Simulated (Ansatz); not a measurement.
**Localised basis functions on twisted 2H-MoSe2/1T-TaS2 bilayer, 21.79° (42 atoms)**

Aim: test how closely localised support functions follow the reference on twisted 2H-MoSe2/1T-TaS2 bilayer, 21.79° (42 atoms), and at what cost. A setting counts as converged where the r.m.s. difference of forces stays under 1 % of the r.m.s. force.

Program: Ansatz 0.2.0. Level of theory: Kohn-Sham DFT, PBE+D3(BJ), PAW (set soft_2), plane waves. Results are calculated unless marked as measured.

Report form: the programs' logs are mostly left out.

## (1) The structure

The cell holds 42 atoms: 7 Mo, 14 Se, 7 Ta and 14 S. Cell: a = 8.797 Å, b = 8.797 Å, c = 21.570 Å, α = 90.0°, β = 90.0°, γ = 120.0°. It derives from MoSe2 and TaS2. 2H-MoSe2 (a = 3.29 Å) under 1T-TaS2 (a = 3.36 Å), bilayer, commensurate cell of 7 unit cells a layer, twist 21.79 deg, both strained to the mean lattice constant; facing planes 3.17 Å apart; 12 Å of vacuum; layers as built, displaced by a Gaussian of 0.01 Å. Regions: layer 1, 21 atoms (7 Mo and 14 Se); layer 2, 21 atoms (7 Ta and 14 S). Vacuum lies along c.

Before any run, some limits are plain. Beside vacuum, support functions can miss their usual error bounds without a warning. The electron count is odd and the run has no spin polarisation. The levels lack spin–orbit coupling, which is large for the heavy elements here.

## (2) Plane-wave single point

This run is the reference for what follows, at a cutoff of 420 eV.

File input.yaml:

```yaml
crystal:
  lattice:
    - [8.7971, 0.0, 0.0]
    - [-4.39855, 7.61851, 0.0]
    - [0.0, 0.0, 21.57]
  atoms:
    - { symbol: Mo, position: [0.19111, 0.2397, 0.35581] }
    - { symbol: Se, position: [0.23951, 0.04934, 0.43316] }
    - { symbol: Se, position: [0.24013, 0.0501, 0.27818] }
    - { symbol: Mo, position: [0.33041, 0.66474, 0.35623] }
    - { symbol: Se, position: [0.38311, 0.47705, 0.43256] }
    - { symbol: Se, position: [0.37933, 0.47762, 0.27791] }
    - { symbol: Mo, position: [0.47762, 0.09379, 0.35579] }
    - { symbol: Se, position: [0.52415, 0.905, 0.43304] }
[... 30 atom lines left out ...]
    - { symbol: S, position: [0.90262, 0.52368, 0.57918] }
    - { symbol: Ta, position: [0.85697, 0.28648, 0.6508] }
    - { symbol: S, position: [0.09555, 0.47534, 0.72196] }
    - { symbol: S, position: [0.04652, 0.23917, 0.57977] }
kpoints:
  mp_grid: { grid: [2, 2, 1] }
hamiltonian:
  xc: pbe
  dispersion: d3bj
scf:
  occupations: { method: gaussian, width: 0.05 }
output:
  forces: true
  populations: true
  dos:
    method: { smearing: { sigma: 0.15 } }
    de: 0.1
    projected:
      site_lists:
        Mo: [Mo]
        S: [S]
        Se: [Se]
        Ta: [Ta]
        layer_1: [0, 1, 2, 3, 4, 5, 6, 7, 8, 9, 10, 11, 12, 13, 14, 15, 16, 17, 18, 19, 20]
        layer_2: [21, 22, 23, 24, 25, 26, 27, 28, 29, 30, 31, 32, 33, 34, 35, 36, 37, 38, 39, 40, 41]
  eigenvalues: true
  write_density: true
  write_potential: true
  volumetric_format: npy
  elf: true
```

On the command line:

```bash
$ ansatz run input.yaml --threads 4 --pin off --max-ram 8192MiB --backend cpu --events-out ev --progress --plain --runs-dir out
```

The job ended after 50 s (4 threads of Intel Xeon 6975P-C (Granite Rapids), shared host; peak memory 6.8 GiB; 3 min of CPU time).

The program notes that the exchange-correlation potential is rough where the density is thin.

Numbers from this run:

```yaml
free_energy: -193464.3905 eV
free_energy_per_atom: -4606.2950 eV/atom
scf_cycles: 20
r_m_s_force_component: 0.2134 eV/Å
longest_force: 0.7074 eV/Å
fermi_energy: 4.54 eV
levels_partly_filled_by_over_2_per_cent: 12
spilling_of_the_projection: 0.005205
```

The r.m.s. force component of 0.21 eV/Å sets the scale for the differences below.

## (3) Support functions low

The cell is solved in localised support functions.

This step: Kohn-Sham DFT, PBE+D3(BJ), PAW (set soft_2), localised support functions (low) (Ansatz 0.2.0).

input.yaml, the sections that differ from step 2:

```yaml
scf:
  occupations: { method: gaussian, width: 0.05 }
  eigensolver: { kind: { support_functions: { accuracy: low } } }
  mixing: { beta: 0.2 }
  max_iter: 150
output:
  forces: true
  eigenvalues: true
# crystal, kpoints, hamiltonian: as in step 2
```

It took 8.9 min on 4 threads; peak memory 3.5 GiB.

The program notes that the band table was not solved further than the SCF left it and it switched symmetry off.

Keys that differ from the reference: support_functions.accuracy = "low", scf.max_iter = 150 and scf.mixing.beta = 0.2.

Forces differ from the reference by 0.89 meV/Å r.m.s., 0.42 % of their size, within a tolerance of 1 %; the energy by -0.66 meV/atom. It took 8.9 min and 17 cycles; the reference's time can't be set against it, since the two runs asked for unlike analyses.

## (4) Support functions medium

This step: Kohn-Sham DFT, PBE+D3(BJ), PAW (set soft_2), localised support functions (medium) (Ansatz 0.2.0).

input.yaml, the sections that differ from step 3:

```yaml
scf:
  occupations: { method: gaussian, width: 0.05 }
  eigensolver: { kind: { support_functions: { accuracy: medium } } }
  mixing: { beta: 0.2 }
  max_iter: 150
# crystal, kpoints, hamiltonian, output: as in step 3
```

Run time: 6 min. Hardware: 4 threads; peak memory 3.5 GiB; 15 min of CPU time.

Keys that differ from the reference: support_functions.accuracy = "medium", scf.max_iter = 150 and scf.mixing.beta = 0.2.

Forces differ from the reference by 0.84 meV/Å r.m.s., 0.39 % of their size, within a tolerance of 1 %; the energy by -0.67 meV/atom. It took 6 min and 19 cycles; the reference's time can't be set against it, since the two runs asked for unlike analyses.

## (5) Support functions medium, spacing 0.427 Å

The grid spacing sets how fine a wave the support functions can hold.

input.yaml, the sections that differ from step 4:

```yaml
scf:
  occupations: { method: gaussian, width: 0.05 }
  eigensolver: { kind: { support_functions: { accuracy: medium, spacing: 0.427 } } }
  mixing: { beta: 0.2 }
  max_iter: 150
# crystal, kpoints, hamiltonian, output: as in step 4
```

It took 2.4 min on 4 threads; peak memory 1.9 GiB; 5.7 min of CPU time.

The program notes that the forces don't sum to zero within tolerance and the grid leaves an egg-box force.

Forces differ from the reference by 148 meV/Å r.m.s., 69 % of their size, far over a tolerance of 1 %; the energy by +577 meV/atom. It took 2.4 min and 21 cycles; the reference's time can't be set against it, since the two runs asked for unlike analyses. The setting is coarser than the default on purpose.

## (6) Support functions medium, spacing 0.356 Å

input.yaml, the sections that differ from step 5:

```yaml
scf:
  occupations: { method: gaussian, width: 0.05 }
  eigensolver: { kind: { support_functions: { accuracy: medium, spacing: 0.356 } } }
  mixing: { beta: 0.2 }
  max_iter: 150
# crystal, kpoints, hamiltonian, output: as in step 5
```

The job ended after 3.8 min (4 threads; peak memory 2.1 GiB).

Forces differ from the reference by 7.8 meV/Å r.m.s., 3.7 % of their size, over a tolerance of 1 %; the energy by -7.3 meV/atom. It took 3.8 min and 26 cycles; the reference's time can't be set against it, since the two runs asked for unlike analyses. The setting is coarser than the default on purpose.

## (7) All settings compared

Differences are against the plane-wave reference (Kohn-Sham DFT, PBE+D3(BJ), PAW (set soft_2), plane waves), whose r.m.s. force component is 0.213 eV/Å. Energies are set beside the reference only for runs with its functional, potentials and electron count. Times are for 4 threads of Intel Xeon 6975P-C (Granite Rapids), shared host. The reference's time includes the DOS, ELF and grids, which some other runs skip.

| run | Δ force, r.m.s. (meV/Å) | share of r.m.s. force (%) | Δ energy (meV/atom) | cycles | time | host memory (GiB) |
| --- | --- | --- | --- | --- | --- | --- |
| reference | - | - | - | 20 | 50 s | 6.8 |
| support functions low | 0.888 | 0.416 | -0.664 | 17 | 8.9 min | 3.5 |
| support functions medium | 0.838 | 0.393 | -0.666 | 19 | 6 min | 3.5 |
| support functions medium, spacing 0.427 Å | 148 | 69.3 | 577 | 21 | 2.4 min | 1.9 |
| support functions medium, spacing 0.356 Å | 7.79 | 3.65 | -7.27 | 26 | 3.8 min | 2.1 |

## (8) What the reference run shows

The comparisons rest on this run, so its electronic structure is set out here.

Length of the force by element:

| element | coordination | atoms | mean length of the force (eV/Å) | spread | least | most |
| --- | --- | --- | --- | --- | --- | --- |
| Mo | all | 7 | 0.384 | 0.136 | 0.149 | 0.612 |
| S | all | 14 | 0.406 | 0.165 | 0.1 | 0.707 |
| Se | all | 14 | 0.248 | 0.118 | 0.0434 | 0.419 |
| Ta | all | 7 | 0.329 | 0.102 | 0.174 | 0.490 |

Löwdin charges by element (they lack the spilled electrons, 0.062 e an atom on average):

```csv
element,coordination,atoms,mean charge (e),spread,least,most
Mo,all,7,0.258,0.0033,0.251,0.262
S,all,14,-0.196,0.0086,-0.212,-0.184
Se,all,14,-0.0393,0.0066,-0.0496,-0.0277
Ta,all,7,0.583,0.0083,0.570,0.597
```

By region:

```
 region  atoms  mean length of the force (eV/Å)
layer 1     21                            0.293
layer 2     21                             0.38
```

Density of states as counts of states in windows of 0.5 eV (from the Fermi level), total and the larger projections:

| from (eV) | to (eV) | total | layer 1 | layer 2 | Se p | S p | Mo d | Ta d |
| --- | --- | --- | --- | --- | --- | --- | --- | --- |
| -10 | -7.5 | 0.0 | 0.0 | 0.0 | 0.0 | 0.0 | 0.0 | 0.0 |
| -7.5 | -7 | 0.8 | 0.0 | 0.8 | 0.0 | 0.5 | 0.0 | 0.2 |
| -7 | -6.5 | 1.3 | 0.1 | 1.2 | 0.1 | 0.7 | 0.0 | 0.3 |
| -6.5 | -6 | 7.9 | 1.8 | 6.0 | 1.3 | 3.6 | 0.3 | 1.5 |
| -6 | -5.5 | 12.5 | 5.9 | 6.4 | 3.9 | 3.9 | 1.5 | 1.7 |
| -5.5 | -5 | 21.0 | 10.4 | 10.3 | 6.7 | 7.4 | 3.1 | 2.3 |
| -5 | -4.5 | 15.1 | 6.4 | 8.5 | 4.4 | 5.8 | 1.6 | 2.4 |
| -4.5 | -4 | 20.2 | 9.3 | 10.7 | 6.0 | 6.9 | 2.4 | 3.2 |
| -4 | -3.5 | 19.8 | 8.6 | 11.0 | 5.1 | 6.9 | 2.9 | 3.7 |
| -3.5 | -3 | 20.8 | 11.4 | 9.2 | 7.2 | 7.1 | 3.9 | 1.6 |
| -3 | -2.5 | 15.2 | 6.9 | 8.2 | 3.8 | 7.0 | 2.9 | 0.9 |
| -2.5 | -2 | 19.5 | 12.3 | 6.9 | 7.7 | 5.6 | 4.3 | 1.1 |
| -2 | -1.5 | 9.2 | 6.8 | 2.2 | 4.6 | 1.9 | 2.0 | 0.3 |
| -1.5 | -1 | 14.5 | 12.3 | 1.9 | 5.9 | 0.7 | 6.2 | 1.0 |
| -1 | -0.5 | 8.0 | 4.5 | 3.3 | 1.1 | 1.8 | 3.3 | 1.5 |
| -0.5 | 0 | 4.9 | 0.1 | 4.7 | 0.0 | 1.3 | 0.1 | 3.2 |
| 0 | 0.5 | 5.7 | 0.1 | 5.4 | 0.0 | 1.6 | 0.1 | 3.7 |
| 0.5 | 1 | 4.5 | 1.0 | 3.3 | 0.3 | 1.3 | 0.7 | 2.0 |
| 1 | 1.5 | 19.5 | 13.8 | 5.2 | 4.0 | 1.4 | 9.5 | 3.7 |
| 1.5 | 2 | 19.1 | 12.3 | 6.3 | 4.4 | 1.7 | 7.6 | 4.5 |
| 2 | 2.5 | 17.4 | 11.7 | 5.0 | 4.9 | 0.7 | 6.4 | 4.1 |
| 2.5 | 3 | 10.8 | 4.5 | 6.0 | 2.5 | 0.6 | 2.0 | 5.1 |

Between -26 and -10 eV lie 56 more states.

About 250 of the 497 electrons lie in deeper levels, below the stored range.

The levels nearest the highest filled one (over half full), pooled over k-points and spins:

```
level less the highest filled one (eV)  occupation
                                -0.517           2
                                -0.514           2
                               -0.0481        1.83
                               -0.0453        1.81
                                -0.025        1.54
                                     0        1.02
                                0.0071       0.862
                                0.0194       0.603
                                0.0236       0.521
                                0.0248         0.5
                                0.0285       0.436
                                0.0363       0.318
```

Planar average of the electrostatic potential energy along the normal, with the Fermi level as zero, after a running mean with a triangular window 4 Å wide at its base:

```
height (Å)  potential energy (eV)
       0.0                   4.91
       0.6                   4.90
       1.3                   4.88
       1.9                   4.86
       2.4                   4.83
       3.0                   4.73
       3.7                   4.08
       4.3                   2.82
       4.9                   0.90
       5.5                  -1.66
       6.2                  -5.33
       6.8                  -7.84
       7.3                  -9.57
       7.9                  -9.75
       8.6                  -7.74
       9.2                  -5.19
       9.8                  -2.35
      10.4                  -0.29
      11.1                   0.19
      11.6                  -1.17
      12.2                  -4.04
      12.8                  -7.18
      13.5                 -10.02
      14.1                 -10.86
      14.7                  -9.69
      15.2                  -7.32
      16.0                  -3.18
      16.5                   0.17
      17.1                   2.59
      17.7                   4.14
      18.4                   4.88
      19.0                   4.96
      19.6                   4.96
      20.1                   4.95
      20.9                   4.93
      21.4                   4.92
```

Valence density in the ca plane at fractional y = 0.045, with atoms of Se and S within 0.2 Å of it. It is the smooth field of the valence electrons, not physical close to the nuclei.

Values in e/Å³, 13 rows by 16 columns, each cell a mean:
```
 0  0  0  0  0  0  0  0  0  0  0  0  0  2  1  0
 0  0  0  0  0  0  0  1  0  0  0  0  0  0  1  1
 0  0  0  0  0  0  1  2  0  0  0  0  0  0  1  1
 0  0  0  0  0  0  0  1  0  0  0  0  0  0  1  1
 0  0  0  0  0  0  0  0  0  0  0  1  1  0  0  0
 0  0  0  0  0  0  0  1  0  0  0  1  1  0  0  0
 0  0  0  0  0  0  1  4  1  0  0  0  1  0  0  0
 0  0  0  0  0  0  1  4  0  0  0  0  0  1  1  0
 0  0  0  0  0  1  1  1  1  1  0  0  0  1  0  0
 0  0  0  0  0 16  2  0  7 11  0  0  1  0  0  0
 0  0  0  0  0  6  1  0  3  4  0  0  1  0  0  0
 0  0  0  0  0  0  0  0  0  0  0  0  0  2  1  0
 0  0  0  0  0  0  0  0  0  0  0  0  0  4  2  0
```
Columns run along c (16.0 Å, from fractional 0.02 to 0.77 of the cell), rows up along a (8.8 Å). Atoms in or near the plane, at fractional coordinates: Se at (0.43, 0.24), Se at (0.28, 0.24), S at (0.72, 0.81).

Electrostatic potential energy in the ca plane at fractional y = 0.045, with atoms of Se and S within 0.2 Å of it. With pseudopotentials it is smooth inside the atoms' cores, unlike the true potential.

Values in eV, 13 rows by 16 columns, each cell a mean:
```
  9   9   9   9   8   5   5   4   5   6   9   8   2 -22 -11   4
  9   9   9   9   8   3  -1 -14   1   4   8   8   7   1  -8 -21
  9   9   9   9   8   6  -5 -29   0   6   9   9   8   6 -15 -28
  9   9   9   9   9   7   2  -6   4   7   9   6   3   4  -2 -12
  9   9   9   9   8   3   5   5   4   4   8  -6 -21   2   5   7
  9   9   9   9   8   2   0  -7   1   3   8 -10 -27   2   6   7
  9   9   9   9   9   6 -12 -33  -4   7   9   4  -2  -2   1   4
  9   9   9   9   9   6 -11 -32  -3   7   9   8   3 -20  -8   4
  9   9   9   9   6  -8  -4  -5  -6  -5   8   6   0 -17  -6   7
  9   9   9   9   1  -7  -8   4 -10  -9   6   0 -12   0   3   7
  9   9   9   9   3 -11  -7   5 -10 -10   7   2  -6   1   3   5
  9   9   9   9   8   1   4   5   3   3   8   8   2 -20  -9   5
  9   9   9   9   9   7   7   6   7   8   9   8  -1 -32 -21   6
```
Columns run along c (16.0 Å, from fractional 0.02 to 0.77 of the cell; values clipped at the 3rd and 97th percentile), rows up along a (8.8 Å). Atoms in or near the plane, at fractional coordinates: Se at (0.43, 0.24), Se at (0.28, 0.24), S at (0.72, 0.81).

Mean Löwdin charges: Mo +0.26, S -0.20, Se -0.04, Ta +0.58 e (they miss 0.52 % of the electrons, so they add up to more than the cell's charge). Within 0.4 eV of the Fermi level the largest share is Ta d (69 % of the projected weight). The potential slopes across the vacuum by 0.024 eV/Å: the slab bears a dipole, and with periodic images along the normal there is no flat vacuum level to read.

## (9) Local order

Bonds and neighbours are counted at the geometry of the runs.

Normalised to the volume that the atoms fill. g(r), total and by pair (bins of 0.2 Å):

| r (Å) | total | S-S | S-Se | S-Mo | S-Ta | Se-Se | Se-Mo |
| --- | --- | --- | --- | --- | --- | --- | --- |
| 2.40 | 2.44 | 0.00 | 0.00 | 0.00 | 21.95 | 0.00 | 0.00 |
| 2.60 | 2.29 | 0.00 | 0.00 | 0.00 | 0.00 | 0.00 | 20.55 |
| 2.80 | 0.00 | 0.00 | 0.00 | 0.00 | 0.00 | 0.00 | 0.00 |
| 3.00 | 0.00 | 0.00 | 0.00 | 0.00 | 0.00 | 0.00 | 0.00 |
| 3.20 | 0.29 | 0.00 | 0.45 | 0.00 | 0.00 | 0.59 | 0.00 |
| 3.40 | 4.07 | 11.95 | 0.26 | 0.00 | 0.00 | 13.40 | 0.00 |
| 3.60 | 0.62 | 5.08 | 0.24 | 0.00 | 0.00 | 0.00 | 0.00 |
| 3.80 | 0.13 | 0.00 | 0.57 | 0.00 | 0.00 | 0.00 | 0.00 |
| 4.00 | 0.02 | 0.00 | 0.10 | 0.00 | 0.00 | 0.00 | 0.00 |
| 4.20 | 1.83 | 0.00 | 0.55 | 0.00 | 7.75 | 0.00 | 7.58 |
| 4.40 | 0.14 | 0.00 | 0.64 | 0.00 | 0.00 | 0.00 | 0.00 |
| 4.60 | 0.18 | 0.00 | 0.00 | 0.00 | 0.00 | 1.58 | 0.00 |
| 4.80 | 0.69 | 0.93 | 0.20 | 0.14 | 0.00 | 4.38 | 0.00 |
| 5.00 | 0.50 | 1.82 | 0.38 | 0.76 | 0.00 | 0.00 | 0.00 |
| 5.20 | 0.50 | 0.00 | 0.36 | 0.23 | 3.51 | 0.00 | 0.00 |
| 5.40 | 1.95 | 0.00 | 0.32 | 1.08 | 5.90 | 0.00 | 9.25 |
| 5.60 | 0.10 | 0.00 | 0.00 | 0.00 | 0.00 | 0.00 | 0.00 |
| 5.80 | 1.52 | 3.98 | 0.29 | 1.10 | 0.00 | 4.00 | 0.00 |
| 6.00 | 0.60 | 3.77 | 0.44 | 0.00 | 0.00 | 0.00 | 0.00 |
| 6.20 | 0.17 | 0.00 | 0.25 | 0.51 | 0.00 | 0.00 | 0.00 |
| 6.40 | 0.17 | 0.00 | 0.35 | 0.15 | 0.00 | 0.00 | 0.00 |
| 6.60 | 1.72 | 3.00 | 0.65 | 1.16 | 0.00 | 6.00 | 0.00 |
| 6.80 | 0.18 | 0.00 | 0.62 | 0.00 | 0.00 | 0.00 | 0.00 |
| 7.00 | 0.97 | 0.00 | 0.96 | 0.39 | 4.47 | 0.00 | 0.69 |
| 7.20 | 0.79 | 0.00 | 0.64 | 0.18 | 0.81 | 0.00 | 4.53 |
| 7.40 | 0.46 | 0.00 | 0.09 | 0.53 | 0.00 | 2.40 | 0.00 |
| 7.60 | 0.63 | 2.31 | 1.00 | 0.67 | 0.00 | 0.00 | 0.00 |
| 7.80 | 0.68 | 0.00 | 0.44 | 0.00 | 2.16 | 0.00 | 2.15 |

Bonds by pair of elements; cutoffs follow the first minimum of g(r), held within bounds set by covalent radii, and pairs that aren't listed don't count as bonded:

| pair A-B | cutoff (Å) | bonds | mean length (Å) | spread (Å) | shortest (Å) | B about A | A about B |
| --- | --- | --- | --- | --- | --- | --- | --- |
| S-Ta | 2.88 | 42 | 2.45 | 0.012 | 2.43 | 3 | 6 |
| Se-Mo | 2.98 | 42 | 2.54 | 0.014 | 2.52 | 3 | 6 |

How many atoms have how many bonded neighbours:

```
element  mean   3  6
     Mo     6   0  7
      S     3  14  0
     Se     3  14  0
     Ta     6   0  7
```

Counting bonds as in the table, all Mo atoms have 6, all S atoms have 3, all Se atoms have 3 and all Ta atoms have 6 bonded neighbours.

The surroundings of Ta25, picked at random, nearest first, numbered as they follow in the input and with coordinates relative to it.

```
atom      x      y      z  distance (Å)  bonds  Löwdin charge (e)     Fx     Fy  Fz (eV/Å)
Ta25   0.00   0.00   0.00          0.00      6               0.59  -0.10   0.11      -0.40
 S26   1.25   1.44   1.51          2.43      3              -0.18   0.01  -0.03       0.71
 S27   1.86  -0.38  -1.54          2.44      3              -0.19   0.04  -0.14      -0.19
 S38   0.61  -1.82   1.52          2.45      3              -0.19   0.08  -0.12       0.50
 S32  -1.91   0.33   1.52          2.46      3              -0.20   0.06   0.17       0.27
 S42  -0.65   1.81  -1.54          2.47      3              -0.20   0.13   0.02      -0.15
 S33  -1.27  -1.46  -1.54          2.47      3              -0.21  -0.08   0.06       0.00
Ta28   0.61   3.25   0.00          3.30      6               0.58  -0.09  -0.18      -0.22
Ta34   3.13   1.07  -0.02          3.31      6               0.57   0.15  -0.21      -0.04
Ta22   2.51  -2.19   0.00          3.33      6               0.57  -0.18  -0.10      -0.33
Ta40  -2.53   2.17  -0.01          3.33      6               0.58   0.04   0.07      -0.16
Ta37  -0.64  -3.27   0.00          3.33      6               0.60   0.23   0.26      -0.35
Ta31  -3.17  -1.10  -0.01          3.36      6               0.59  -0.17  -0.11      -0.18
```

The column of bonds counts only the pairs S-Ta within 2.88 Å, Se-Mo within 2.98 Å; other neighbours, such as metal atoms beside each other in a compound, aren't counted, and periodic images can show an atom twice.

## (10) Results

| Item | Value |
| --- | --- |
| free energy per atom | -4606.2950 eV/atom |
| r.m.s. force component | 0.2134 eV/Å |
| wall time of the 5 DFT runs | 22 min |

What this shows: Against plane waves at 420 eV, the forces differ by 0.84 meV/Å (0.39 %) with support functions medium. At 42 atoms the fastest of the runs at a preset level, support functions medium, takes roughly 7.2 times the time of plane waves (whose run also made extra analyses, so the like-for-like ratio is larger), in 19 SCF cycles against 20. Differences between support functions and plane waves include what basis error the plane-wave run still has.

12 levels are partly filled, by over 2 % (on the run's k-points): no clear gap opens at this level. Levels of broken or missing bonds inside a gap of the host would look the same. Counting bonds as in the table, all Mo atoms have 6, all S atoms have 3, all Se atoms have 3 and all Ta atoms have 6 bonded neighbours.

**Limits.** The geometry was built by rule, was displaced at random and isn't relaxed at this level: its force components are 0.21 eV/Å r.m.s. The slab bears a dipole and has periodic images along its normal, so a spurious field crosses the vacuum.

[Logs are printed without paths, hosts, clocks, repeated set-up lines and the standing remarks that a program may print on its own settings, such as how far it seeks lower states.]

[Hosts, paths, dates, database ids (printed as entryN), source tags and the programs' standing remarks are cut or masked in the printed files.]
